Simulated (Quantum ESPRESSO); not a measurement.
# BAs (F-43m): phonons against volume, part 3 of 8

Which modes of BAs drive its thermal expansion?

What experiment has found for this phase:
- volume expansion coefficient 11.55 1e-6/K near room temperature (given in “Basic Physical Properties of Cubic Boron Arsenide (three times its linear coefficient)”, 2019, arxiv:1911.11281)
- volume expansion coefficient 10.8 1e-6/K near room temperature (given in “Thermal expansion coefficients of high thermal conducting BAs and BP materials (three times its linear coefficient)”, 2019, arxiv:1906.04101)

Quantum ESPRESSO 7.5; DFT LDA, scalar-relativistic, plane waves, GBRV ultrasoft pseudopotentials.

So far. Step 2 (Probe on a coarse mesh): The start is under -2.5 GPa at this level and looks like an insulator or semiconductor on this mesh. Step 3 (Relaxation): After the last step pw.x solved the final cell once more on a basis chosen for it, which moves the energy without moving the atoms.

### Step 4. Ground state at this cell

A tight ground state at this cell gives the energy of this member; its pressure is the stress at this cutoff, which can carry an offset from the finite basis.

scf.in

```
&CONTROL
  calculation = 'scf'
  prefix      = 'x'
  outdir      = './tmp'
  pseudo_dir  = './pseudo'
  tprnfor     = .true.
  tstress     = .true.
/
&SYSTEM
  ibrav       = 0
  nat         = 2
  ntyp        = 2
  ecutwfc     = 40.0
  ecutrho     = 240.0
  occupations = 'fixed'
  nbnd        = 6
/
&ELECTRONS
  conv_thr         = 1.0d-12
  mixing_beta      = 0.7
  electron_maxstep = 100
/
ATOMIC_SPECIES
 B      10.8100  B.upf
 As     74.9216  As.upf
CELL_PARAMETERS angstrom
     0.000000000    2.374041691    2.374041691
     2.374041691    0.000000000    2.374041691
     2.374041691    2.374041691    0.000000000
ATOMIC_POSITIONS crystal
 B      0.000000000   0.000000000   0.000000000
 As     0.250000000   0.250000000   0.250000000
K_POINTS automatic
 10 10 10 0 0 0
```

On the command line:

```
OMP_NUM_THREADS=1 mpirun -n 8 pw.x -nk 8 -in scf.in > scf.out
```

Output:

```text
[banner, memory and clock lines left out]
Program PWSCF v.7.5

     Message from routine setup:
     using ibrav=0 with symmetry is DISCOURAGED, use correct ibrav instead

     G-vector sticks info

     bravais-lattice index     =            0
     lattice parameter (alat)  =       6.3446  a.u.
     unit-cell volume          =     180.5891 (a.u.)^3
     number of atoms/cell      =            2
     number of atomic types    =            2
     number of electrons       =         8.00
     number of Kohn-Sham states=            6
     kinetic-energy cutoff     =      40.0000  Ry
     charge density cutoff     =     240.0000  Ry
     scf convergence threshold =      1.0E-12
     mixing beta               =       0.7000
     number of iterations used =            8  plain     mixing
     Exchange-correlation= SLA  PZ   NOGX NOGC
                           (   1   1   0   0   0   0   0)

     celldm(1)=   6.344570  celldm(2)=   0.000000  celldm(3)=   0.000000
     celldm(4)=   0.000000  celldm(5)=   0.000000  celldm(6)=   0.000000

     crystal axes: (cart. coord. in units of alat)
               a(1) = (   0.000000   0.707107   0.707107 )
               a(2) = (   0.707107   0.000000   0.707107 )
               a(3) = (   0.707107   0.707107   0.000000 )

     reciprocal axes: (cart. coord. in units 2 pi/alat)
               b(1) = ( -0.707107  0.707107  0.707107 )
               b(2) = (  0.707107 -0.707107  0.707107 )
               b(3) = (  0.707107  0.707107 -0.707107 )

     PseudoPot. # 1 for B  read from file:
     ./pseudo/B.upf
     Pseudo is Ultrasoft + core correction, Zval =  3.0
     Using radial grid of  781 points,  4 beta functions with:
                l(1) =   0
                l(2) =   0
                l(3) =   1
                l(4) =   1
     Q(r) pseudized with  8 coefficients,  rinner =    1.100   1.100   1.100

     PseudoPot. # 2 for As read from file:
     ./pseudo/As.upf
     Pseudo is Ultrasoft + core correction, Zval =  5.0
     Using radial grid of  875 points,  6 beta functions with:
                l(1) =   0
                l(2) =   0
                l(3) =   1
                l(4) =   1
                l(5) =   2
                l(6) =   2
     Q(r) pseudized with  8 coefficients,  rinner =    1.300   1.300   1.300
                                                       1.300   1.300

     atomic species   valence    mass     pseudopotential
     B                 3.00    10.81000     B ( 1.00)
     As                5.00    74.92160     As( 1.00)

     24 Sym. Ops. (no inversion) found

   Cartesian axes

     site n.     atom                  positions (alat units)
         1        B      tau(   1) = (   0.0000000   0.0000000   0.0000000  )
         2        As     tau(   2) = (   0.3535534   0.3535534   0.3535534  )

     number of k points=    47
                       cart. coord. in units 2pi/alat
        k(    1) = (   0.0000000   0.0000000   0.0000000), wk =   0.0020000
        k(    2) = (   0.0707107   0.0707107  -0.0707107), wk =   0.0160000
        k(    3) = (   0.1414214   0.1414214  -0.1414214), wk =   0.0160000
        k(    4) = (   0.2121320   0.2121320  -0.2121320), wk =   0.0160000
        k(    5) = (   0.2828427   0.2828427  -0.2828427), wk =   0.0160000
        k(    6) = (  -0.3535534  -0.3535534   0.3535534), wk =   0.0080000
        k(    7) = (   0.1414214  -0.0000000   0.0000000), wk =   0.0120000
        k(    8) = (   0.2121320   0.0707107  -0.0707107), wk =   0.0480000
        k(    9) = (   0.2828427   0.1414214  -0.1414214), wk =   0.0480000
        k(   10) = (   0.3535534   0.2121320  -0.2121320), wk =   0.0480000
        k(   11) = (  -0.2828427  -0.4242641   0.4242641), wk =   0.0480000
        k(   12) = (  -0.2121320  -0.3535534   0.3535534), wk =   0.0480000
        k(   13) = (  -0.1414214  -0.2828427   0.2828427), wk =   0.0480000
        k(   14) = (  -0.0707107  -0.2121320   0.2121320), wk =   0.0480000
        k(   15) = (   0.0000000  -0.1414214   0.1414214), wk =   0.0240000
        k(   16) = (   0.2828427  -0.0000000   0.0000000), wk =   0.0120000
[...]
k(   40) = (   0.0000000  -0.2828427   0.4242641), wk =   0.0480000
        k(   41) = (  -0.1414214  -0.5656854   0.7071068), wk =   0.0480000
        k(   42) = (  -0.0707107  -0.4949747   0.6363961), wk =   0.0960000
        k(   43) = (   0.0000000  -0.4242641   0.5656854), wk =   0.0480000
        k(   44) = (  -0.7071068   0.1414214   0.0000000), wk =   0.0240000
        k(   45) = (  -0.1414214  -0.4242641   0.7071068), wk =   0.0480000
        k(   46) = (  -0.0707107  -0.3535534   0.6363961), wk =   0.0480000
        k(   47) = (  -0.7071068   0.2828427   0.0000000), wk =   0.0240000

     Dense  grid:    11311 G-vectors     FFT dimensions: (  32,  32,  32)

     Smooth grid:     6183 G-vectors     FFT dimensions: (  25,  25,  25)

     Initial potential from superposition of free atoms

     starting charge       7.9996, renormalised to       8.0000
     Starting wfcs are    8 randomized atomic wfcs

     per-process dynamical memory:    15.7 Mb

     Self-consistent Calculation

     iteration #  1     ecut=    40.00 Ry     beta= 0.70
     Davidson diagonalization with overlap
     ethr =  1.00E-02,  avg # of iterations =  2.6

     total energy              =     -46.14844292 Ry
     estimated scf accuracy    <       0.15109872 Ry

     iteration #  2     ecut=    40.00 Ry     beta= 0.70
     Davidson diagonalization with overlap
     ethr =  1.89E-03,  avg # of iterations =  2.1

     total energy              =     -46.18558846 Ry
     estimated scf accuracy    <       0.03688750 Ry

     iteration #  3     ecut=    40.00 Ry     beta= 0.70
     Davidson diagonalization with overlap
     ethr =  4.61E-04,  avg # of iterations =  1.8

     total energy              =     -46.19172789 Ry
     estimated scf accuracy    <       0.00047723 Ry

     iteration #  4     ecut=    40.00 Ry     beta= 0.70
     Davidson diagonalization with overlap
     ethr =  5.97E-06,  avg # of iterations =  6.0

     total energy              =     -46.19220216 Ry
     estimated scf accuracy    <       0.00031104 Ry

     iteration #  5     ecut=    40.00 Ry     beta= 0.70
     Davidson diagonalization with overlap
     ethr =  3.89E-06,  avg # of iterations =  2.1

     total energy              =     -46.19228196 Ry
     estimated scf accuracy    <       0.00000459 Ry

     iteration #  6     ecut=    40.00 Ry     beta= 0.70
     Davidson diagonalization with overlap
     ethr =  5.74E-08,  avg # of iterations =  4.8

     total energy              =     -46.19228699 Ry
[...]
iteration #  8     ecut=    40.00 Ry     beta= 0.70
     Davidson diagonalization with overlap
     ethr =  7.27E-10,  avg # of iterations =  3.0

     total energy              =     -46.19228719 Ry
     estimated scf accuracy    <       0.00000018 Ry

     iteration #  9     ecut=    40.00 Ry     beta= 0.70
     Davidson diagonalization with overlap
     ethr =  7.27E-10,  avg # of iterations =  1.9

     total energy              =     -46.19228720 Ry
     estimated scf accuracy    <          6.1E-09 Ry

     iteration # 10     ecut=    40.00 Ry     beta= 0.70
     Davidson diagonalization with overlap
     ethr =  7.58E-11,  avg # of iterations =  2.7

     total energy              =     -46.19228720 Ry
     estimated scf accuracy    <          4.9E-10 Ry

     iteration # 11     ecut=    40.00 Ry     beta= 0.70
     Davidson diagonalization with overlap
     ethr =  6.07E-12,  avg # of iterations =  4.6

     total energy              =     -46.19228720 Ry
     estimated scf accuracy    <          5.7E-10 Ry

     iteration # 12     ecut=    40.00 Ry     beta= 0.70
     Davidson diagonalization with overlap
     ethr =  6.07E-12,  avg # of iterations =  2.0

     total energy              =     -46.19228720 Ry
     estimated scf accuracy    <          1.6E-11 Ry

     iteration # 13     ecut=    40.00 Ry     beta= 0.70
     Davidson diagonalization with overlap
     ethr =  1.95E-13,  avg # of iterations =  4.5

     total energy              =     -46.19228720 Ry
     estimated scf accuracy    <          7.3E-12 Ry

     iteration # 14     ecut=    40.00 Ry     beta= 0.70
     Davidson diagonalization with overlap
     ethr =  1.00E-13,  avg # of iterations =  2.0

     total energy              =     -46.19228720 Ry
     estimated scf accuracy    <          2.2E-12 Ry

     iteration # 15     ecut=    40.00 Ry     beta= 0.70
     Davidson diagonalization with overlap
     ethr =  1.00E-13,  avg # of iterations =  1.0

     End of self-consistent calculation

          k = 0.0000 0.0000 0.0000 (   749 PWs)   bands (ev):

    -6.9467   8.6149   8.6149   8.6149  11.9065  11.9065

          k = 0.0707 0.0707-0.0707 (   770 PWs)   bands (ev):

    -6.7804   7.2122   8.3078   8.3078  12.0811  12.3120

          k = 0.1414 0.1414-0.1414 (   776 PWs)   bands (ev):

    -6.2898   4.8208   7.7255   7.7255  11.9034  13.0382

          k = 0.2121 0.2121-0.2121 (   769 PWs)   bands (ev):

    -5.5112   2.4999   7.2129   7.2129  11.6500  13.4332

          k = 0.2828 0.2828-0.2828 (   769 PWs)   bands (ev):

    -4.5782   0.5982   6.8850   6.8850  11.4771  13.4447

          k =-0.3536-0.3536 0.3536 (   778 PWs)   bands (ev):

    -4.0316  -0.2770   6.7736   6.7736  11.4180  13.4000

          k = 0.1414-0.0000 0.0000 (   769 PWs)   bands (ev):

    -6.7248   7.6415   7.7632   7.7632  11.3758  13.0002

          k = 0.2121 0.0707-0.0707 (   781 PWs)   bands (ev):

    -6.3414   5.6020   7.1238   7.4997  11.5053  13.2775

          k = 0.2828 0.1414-0.1414 (   778 PWs)   bands (ev):

    -5.6545   3.2985   6.6449   6.9070  11.8833  13.3033

          k = 0.3536 0.2121-0.2121 (   776 PWs)   bands (ev):

    -4.7497   1.2600   6.3324   6.4109  11.9171  13.3463

          k =-0.2828-0.4243 0.4243 (   771 PWs)   bands (ev):

    -3.9751  -0.0452   5.9213   6.4400  11.9132  13.3611

          k =-0.2121-0.3536 0.3536 (   774 PWs)   bands (ev):

    -4.1725   0.2613   5.7352   6.7180  12.0087  13.5227

          k =-0.1414-0.2828 0.2828 (   775 PWs)   bands (ev):

    -5.0663   1.8957   5.8088   7.2035  12.1891  13.5268

          k =-0.0707-0.2121 0.2121 (   780 PWs)   bands (ev):

    -5.9156   4.0486   6.1676   7.8079  12.3894  13.0179

          k = 0.0000-0.1414 0.1414 (   769 PWs)   bands (ev):

    -6.5055   6.1592   6.9588   8.3133  12.3644  12.3822

          k = 0.2828-0.0000 0.0000 (   785 PWs)   bands (ev):

    -6.0673   5.6469   6.4428   6.4428  10.5673  14.0220

          k = 0.3536 0.0707-0.0707 (   780 PWs)   bands (ev):

[...]
k = 0.4243 0.1414-0.1414 (   775 PWs)   bands (ev):

[...]
k =-0.2121-0.4950 0.4950 (   779 PWs)   bands (ev):

[...]
k =-0.1414-0.4243 0.4243 (   775 PWs)   bands (ev):

[...]
k =-0.0707-0.3536 0.3536 (   773 PWs)   bands (ev):

[...]
k = 0.0000-0.2828 0.2828 (   770 PWs)   bands (ev):

[...]
k = 0.4243 0.0000-0.0000 (   781 PWs)   bands (ev):

[...]
k = 0.4950 0.0707-0.0707 (   774 PWs)   bands (ev):

[...]
k =-0.1414-0.5657 0.5657 (   769 PWs)   bands (ev):

[...]
k =-0.0707-0.4950 0.4950 (   769 PWs)   bands (ev):

[...]
k =-0.0000-0.4243 0.4243 (   776 PWs)   bands (ev):

[...]
k = 0.5657-0.0000 0.0000 (   773 PWs)   bands (ev):

[...]
k =-0.0707-0.6364 0.6364 (   765 PWs)   bands (ev):

[...]
k = 0.0000-0.5657 0.5657 (   764 PWs)   bands (ev):

[...]
k =-0.7071 0.0000 0.0000 (   774 PWs)   bands (ev):

[...]
k = 0.2828 0.1414 0.0000 (   774 PWs)   bands (ev):

[...]
k = 0.3536 0.2121-0.0707 (   776 PWs)   bands (ev):

[...]
k =-0.2828-0.4243 0.5657 (   775 PWs)   bands (ev):

[...]
k =-0.2121-0.3536 0.4950 (   768 PWs)   bands (ev):

[...]
k = 0.4243 0.1414-0.0000 (   772 PWs)   bands (ev):

[...]
k =-0.2121-0.4950 0.6364 (   771 PWs)   bands (ev):

[...]
k =-0.1414-0.4243 0.5657 (   765 PWs)   bands (ev):

[...]
k =-0.0707-0.3536 0.4950 (   768 PWs)   bands (ev):

[...]
k = 0.0000-0.2828 0.4243 (   776 PWs)   bands (ev):

[...]
k =-0.1414-0.5657 0.7071 (   767 PWs)   bands (ev):

[...]
k =-0.0707-0.4950 0.6364 (   763 PWs)   bands (ev):

[...]
k = 0.0000-0.4243 0.5657 (   765 PWs)   bands (ev):

    -2.8488   0.6511   2.4783   4.7322  11.7541  15.2749

          k =-0.7071 0.1414 0.0000 (   764 PWs)   bands (ev):

    -2.6735   0.2304   3.9285   3.9966  11.0057  11.0141

          k =-0.1414-0.4243 0.7071 (   762 PWs)   bands (ev):

    -3.1912   0.9919   3.0321   4.3602  13.0228  13.9156

          k =-0.0707-0.3536 0.6364 (   768 PWs)   bands (ev):

    -2.7796   0.6396   2.7910   4.0103  13.3230  14.3909

          k =-0.7071 0.2828 0.0000 (   760 PWs)   bands (ev):

    -2.5760   0.5286   3.1355   3.3836  13.1332  13.4682

     highest occupied, lowest unoccupied level (ev):     8.6149    9.7176

!    total energy              =     -46.19228720 Ry
     estimated scf accuracy    <          9.3E-14 Ry

     The total energy is the sum of the following terms:
     one-electron contribution =       6.79678866 Ry
     hartree contribution      =       1.23075309 Ry
     xc contribution           =     -34.16501243 Ry
     ewald contribution        =     -20.05481652 Ry

     convergence has been achieved in  15 iterations

     Forces acting on atoms (cartesian axes, Ry/au):

     atom    1 type  1   force =    -0.00000000   -0.00000000   -0.00000000
     atom    2 type  2   force =    -0.00000000    0.00000000   -0.00000000

     Total force =     0.000000     Total SCF correction =     0.000000

     Computing stress (Cartesian axis) and pressure

          total   stress  (Ry/bohr**3)                   (kbar)     P=       -0.06
  -0.00000043  -0.00000000   0.00000000           -0.06       -0.00        0.00
  -0.00000000  -0.00000043  -0.00000000           -0.00       -0.06       -0.00
   0.00000000  -0.00000000  -0.00000043            0.00       -0.00       -0.06

     XML data file, charge density, pseudopotentials, collected wavefunctions
```

It took 2 s on 8 MPI ranks of Arm Neoverse V2, shared host; 15 s of CPU time.

On a basis chosen for the relaxed cell the pressure is -0.0060 GPa, small enough for phonons.

[end of part 3 of 8]

[Logs are printed without paths, hosts, clocks, repeated set-up lines and the standing remarks that a program may print on its own settings, such as how far it seeks lower states.]

[Hosts, paths, dates, database ids (printed as entryN), source tags and the programs' standing remarks are cut or masked in the printed files.]

[A step with changed settings may run another functional than the one named; its input shows which.]

[Of the runs on displaced cells, only some may be shown.]
